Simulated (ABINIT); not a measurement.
**SrTiO3 (Tausonite): G0W0 with and without spin-orbit coupling**

Is the spin-orbit change of the gap of SrTiO3 (Tausonite) the same in DFT and in GW?

Main program and level: ABINIT 10.8.3; PBE and many-body steps on it, plane waves.

**The experiments to reproduce.**

- Gap 3.77 eV: direct gap (M0 critical point); spectroscopic ellipsometry, second-derivative fit; 300 K; bulk crystal (commercial single crystal) (“Optical probe of ferroelectric order in bulk and thin film perovskite titanates”, 2013, arxiv:1309.1245).

This is a report of a sequence of runs, with most program output left out.

## 1. The structure

The structure is cubic, space group Pm-3m (No. 221). The conventional cell has a = 3.905 Å, b = 3.905 Å, c = 3.905 Å, α = 90.00°, β = 90.00°, γ = 90.00°. Nearest to Sr lie 12 O at 2.76 Å. Nearest to Ti lie 6 O at 1.95 Å. O has 2 Ti at 1.95 Å and 4 Sr at 2.76 Å nearest. Farther neighbours and most contacts between anions are not listed.

The cell and positions come from the Crystallography Open Database and are kept as given unless a step says otherwise.

## 2. Empty states on the mesh, 4×4×4 mesh, 112 bands

This step: ABINIT 10.8.3; DFT, PBE, plane waves, norm-conserving pseudopotentials.

The sums over transitions need many empty states on a uniform mesh; this step solves for them.

Input file run.abi:

```
acell 3*1.0 Angstrom
rprim 
  3.905280000000 0.000000000000 0.000000000000
  0.000000000000 3.905280000000 0.000000000000
  0.000000000000 0.000000000000 3.905280000000
ntypat 3
znucl 38 22 8
natom 5
typat 1 2 3 3 3
xred 
  0.500000000000 0.500000000000 0.500000000000
  0.000000000000 0.000000000000 0.000000000000
  0.500000000000 0.000000000000 0.000000000000
  0.000000000000 0.500000000000 0.000000000000
  0.000000000000 0.000000000000 0.500000000000
pp_dirpath "pseudos"
pseudos "Sr.upf, Ti.upf, O.upf"
ecut 38
ngkpt 4 4 4
nshiftk 1
shiftk 0 0 0
kptopt 1
chksymbreak 0
iscf -2
irdden 1
istwfk *1
nband 112
nbdbuf 10
tolwfr 1e-09
nstep 60
prtvol 0
indata_prefix "in"
outdata_prefix "out"
tmpdata_prefix "tmp"
```

Launch:

```console
$ OMP_NUM_THREADS=1 mpirun -n 8 abinit run.abi > log
```

It took 30 s on 8 MPI ranks of Arm Neoverse V2, shared host; peak memory 0.6 GiB.

Numbers from this step:

| Quantity | Value |
| --- | --- |
| gap | 1.908 eV |
| k of the valence top | 0.5, 0.5, 0.5 |
| k of the conduction bottom | 0, 0, 0 |
| least direct gap | 2.263 eV |
| k points computed | 10 |
| lowest point of the top converged band, above the valence top | 61.0452 eV |

On this mesh the gap is 1.908 eV.

The density comes from a self-consistent run that is not shown.

## 3. Screening, 4×4×4 mesh, 102 bands, screening to 133.3 eV

The RPA dielectric matrix is built and inverted for each q.

This step: RPA screening on PBE, plane waves, norm-conserving pseudopotentials.

run.abi, as its differences from that of step 2:

```diff
@@ -23,10 +23,11 @@
 chksymbreak 0
-iscf -2
-irdden 1
 istwfk *1
-nband 112
-nbdbuf 10
-tolwfr 1e-09
-nstep 60
-prtvol 0
+occopt 1
+irdwfk 1
+optdriver 3
+nband 102
+ecuteps 4.9
+inclvkb 0
+awtr 1
+symchi 1
 indata_prefix "in"
```

The job ended after 22 s (8 MPI ranks; peak memory 1.5 GiB).

This step gave:

```
ε∞ with local fields, on this mesh, along the program's q direction : 7.463
the same without local fields                                       : 7.916
plasma frequency                                                    : 30.43 eV
plane waves in the screening matrix                                 : 203
```

Local fields lower ε∞ by 6 %. On a Γ-centred mesh this coarse the value itself is usually too large, while a short band sum pulls it down.

## 4. Scalar-relativistic

The self-energy is evaluated for the states that the input lists, and the levels follow from it, in one-shot runs by the linearised quasiparticle equation.

This step: G0W0 on PBE, plane waves, norm-conserving pseudopotentials.

run.abi, as its differences from that of step 3:

```diff
@@ -26,8 +26,21 @@
 irdwfk 1
-optdriver 3
+optdriver 4
 nband 102
+gwcalctyp 0
+ecutsigx 38
+symsigma 1
+nkptgw 4
+kptgw 
+  0.5000000000 0.5000000000 0.5000000000
+  0.0000000000 0.0000000000 0.0000000000
+  0.5000000000 0.0000000000 0.0000000000
+  0.5000000000 0.5000000000 0.0000000000
+bdgw 
+  18 23
+  18 23
+  19 23
+  18 22
 ecuteps 4.9
-inclvkb 0
-awtr 1
-symchi 1
+irdscr 1
+ppmodel 1
 indata_prefix "in"
```

Run time: 12 s. Hardware: 8 MPI ranks; peak memory 1.7 GiB; 91 s of CPU time.

Numbers from this step:

```yaml
g0w0_gap_on_the_mesh: 3.465 eV
starting_gap_on_the_mesh: 1.908 eV
k_of_the_valence_top: 0.5, 0.5, 0.5
k_of_the_conduction_bottom: 0, 0, 0
z_at_the_valence_top: 0.772
z_at_the_conduction_bottom: 0.786
least_direct_g0w0_gap_on_the_computed_points: 3.838 eV
```

The gap on the mesh goes from 1.91 eV to 3.46 eV, a correction of +1.56 eV.

## 5. Empty states on the mesh, 4×4×4 mesh, 224 bands

This step: DFT, PBE with spin-orbit coupling, plane waves, norm-conserving pseudopotentials.

run.abi, as its differences from that of step 4:

```diff
@@ -18,2 +18,3 @@
 ecut 38
+nspinor 2
 ngkpt 4 4 4
@@ -23,24 +24,10 @@
 chksymbreak 0
+iscf -2
+irdden 1
 istwfk *1
-occopt 1
-irdwfk 1
-optdriver 4
-nband 102
-gwcalctyp 0
-ecutsigx 38
-symsigma 1
-nkptgw 4
-kptgw 
-  0.5000000000 0.5000000000 0.5000000000
-  0.0000000000 0.0000000000 0.0000000000
-  0.5000000000 0.0000000000 0.0000000000
-  0.5000000000 0.5000000000 0.0000000000
-bdgw 
-  18 23
-  18 23
-  19 23
-  18 22
-ecuteps 4.9
-irdscr 1
-ppmodel 1
+nband 224
+nbdbuf 20
+tolwfr 1e-09
+nstep 60
+prtvol 0
 indata_prefix "in"
```

Run time: 3.2 min. Hardware: 8 MPI ranks; peak memory 0.97 GiB; 26 min of CPU time.

This step gave:

```yaml
gap: 1.874 eV
k_of_the_valence_top: 0.5, 0.5, 0.5
k_of_the_conduction_bottom: 0, 0, 0
least_direct_gap: 2.214 eV
k_points_computed: 10
lowest_point_of_the_top_converged_band_above_the_valence_top: 61.0294 eV
```

On this mesh the gap is 1.874 eV.

The density comes from a self-consistent run that is not shown, made with spin-orbit coupling and fully relativistic files.

## 6. Screening, 4×4×4 mesh, 204 bands, screening to 133.3 eV

This step: RPA screening on PBE with spin-orbit coupling, plane waves, norm-conserving pseudopotentials.

run.abi, as its differences from that of step 5:

```diff
@@ -24,10 +24,11 @@
 chksymbreak 0
-iscf -2
-irdden 1
 istwfk *1
-nband 224
-nbdbuf 20
-tolwfr 1e-09
-nstep 60
-prtvol 0
+occopt 1
+irdwfk 1
+optdriver 3
+nband 204
+ecuteps 4.9
+inclvkb 0
+awtr 1
+symchi 1
 indata_prefix "in"
```

Wall time 3.4 min (8 MPI ranks); peak memory 4.2 GiB; 27 min of CPU time.

Numbers from this step:

```yaml
eps_infinity_with_local_fields_on_this_mesh_along_the_program_s_q_direction: 7.510
the_same_without_local_fields: 7.965
plasma_frequency: 30.43 eV
plane_waves_in_the_screening_matrix: 203
```

## 7. With spin-orbit coupling

This step: G0W0 on PBE with spin-orbit coupling, plane waves, norm-conserving pseudopotentials.

run.abi, as its differences from that of step 6:

```diff
@@ -27,8 +27,21 @@
 irdwfk 1
-optdriver 3
+optdriver 4
 nband 204
+gwcalctyp 0
+ecutsigx 38
+symsigma 0
+nkptgw 4
+kptgw 
+  0.5000000000 0.5000000000 0.5000000000
+  0.0000000000 0.0000000000 0.0000000000
+  0.5000000000 0.0000000000 0.0000000000
+  0.5000000000 0.5000000000 0.0000000000
+bdgw 
+  37 44
+  37 44
+  37 44
+  37 44
 ecuteps 4.9
-inclvkb 0
-awtr 1
-symchi 1
+irdscr 1
+ppmodel 1
 indata_prefix "in"
```

Run time: 3.9 min. Hardware: 8 MPI ranks; peak memory 3.5 GiB; 31 min of CPU time.

Numbers from this step:

| Property | Result |
| --- | --- |
| G0W0 gap on the mesh | 3.423 eV |
| starting gap on the mesh | 1.874 eV |
| k of the valence top | 0.5, 0.5, 0.5 |
| k of the conduction bottom | 0, 0, 0 |
| Z at the valence top | 0.772 |
| Z at the conduction bottom | 0.786 |
| least direct G0W0 gap on the computed points | 3.781 eV |

Against G0W0 in ABINIT (4×4×4 mesh, 102 bands, screening to 133.3 eV, Godby-Needs plasmon pole), the gap moves by −0.042 eV.

## 8. The runs together

Times are wall times on 8 MPI ranks of Arm Neoverse V2, shared host, good to a factor of about two. A run's time includes the screening step that it read.

| run | mesh | bands | screening cutoff (eV) | DFT gap (eV) | gap on the mesh (eV) | direct (eV) | ε∞ used | time |
| --- | --- | --- | --- | --- | --- | --- | --- | --- |
| scalar-relativistic | 4×4×4 | 102 | 133.3 | 1.908 | 3.465 | 3.838 | 7.46 | 34 s |
| with spin-orbit coupling | 4×4×4 | 204 | 133.3 | 1.874 | 3.423 | 3.781 | 7.51 | 7.3 min |

## 9. What came out

```json
{
  "scalar-relativistic": "3.465 eV",
  "with spin-orbit coupling": "3.423 eV",
  "known limits": "not at the basis limit; screening head approximate; no spin-orbit coupling in some runs; coarse k mesh"
}
```

With spin-orbit coupling: −0.042 eV against scalar-relativistic, −0.033 eV of it in the start. Against experiment, by with spin-orbit coupling: the direct gap of 3.78 eV lies +0.01 eV from the measured 3.77 eV (direct, 300 K, 2013). An exciton line or allowed optical edge lies below the quasiparticle gap by the binding energy; a forbidden edge can push the onset above it. These are gaps on the mesh, at modest bands and cutoff. The calculation has static nuclei and no excitons; a measured gap holds zero-point and thermal motion, which mostly lowers it. Bands and cutoff are finite, so the gap is not at the basis limit. The miss can reach some tenths of an eV and take either sign; the mesh is an error of its own. The 4×4×4 mesh is coarse for this cell, which bears on the long-range parts of exchange and screening. This is the ideal cubic cell; many perovskites, halides above all, are cubic only on average, and local tilts or off-centring can widen the gap. The long-wavelength limit of the screening leaves out the non-local commutator, which shifts ε∞.

[Paths, hosts, dates, memory and timing lines, banners, echoed tables and standing remarks are left out of the program output.]

[Logs are printed without paths, hosts, clocks, repeated set-up lines and the standing remarks that a program may print on its own settings, such as how far it seeks lower states.]

[Runs of the session that timed out or met a known fault of the program may be left out.]

[Hosts, paths, dates, database ids (printed as entryN), source tags and the programs' standing remarks are cut or masked in the printed files.]

[G0W0 gaps are taken among the corrected bands and points alone; a level outside them can change the order at an edge.]

[Where Ansatz stands beside ABINIT at settings called matched, ABINIT's density can come from a denser mesh and the files from another edition; pairs whose starting gaps differed by over 0.03 eV were left out, so agreement reads better than it is.]
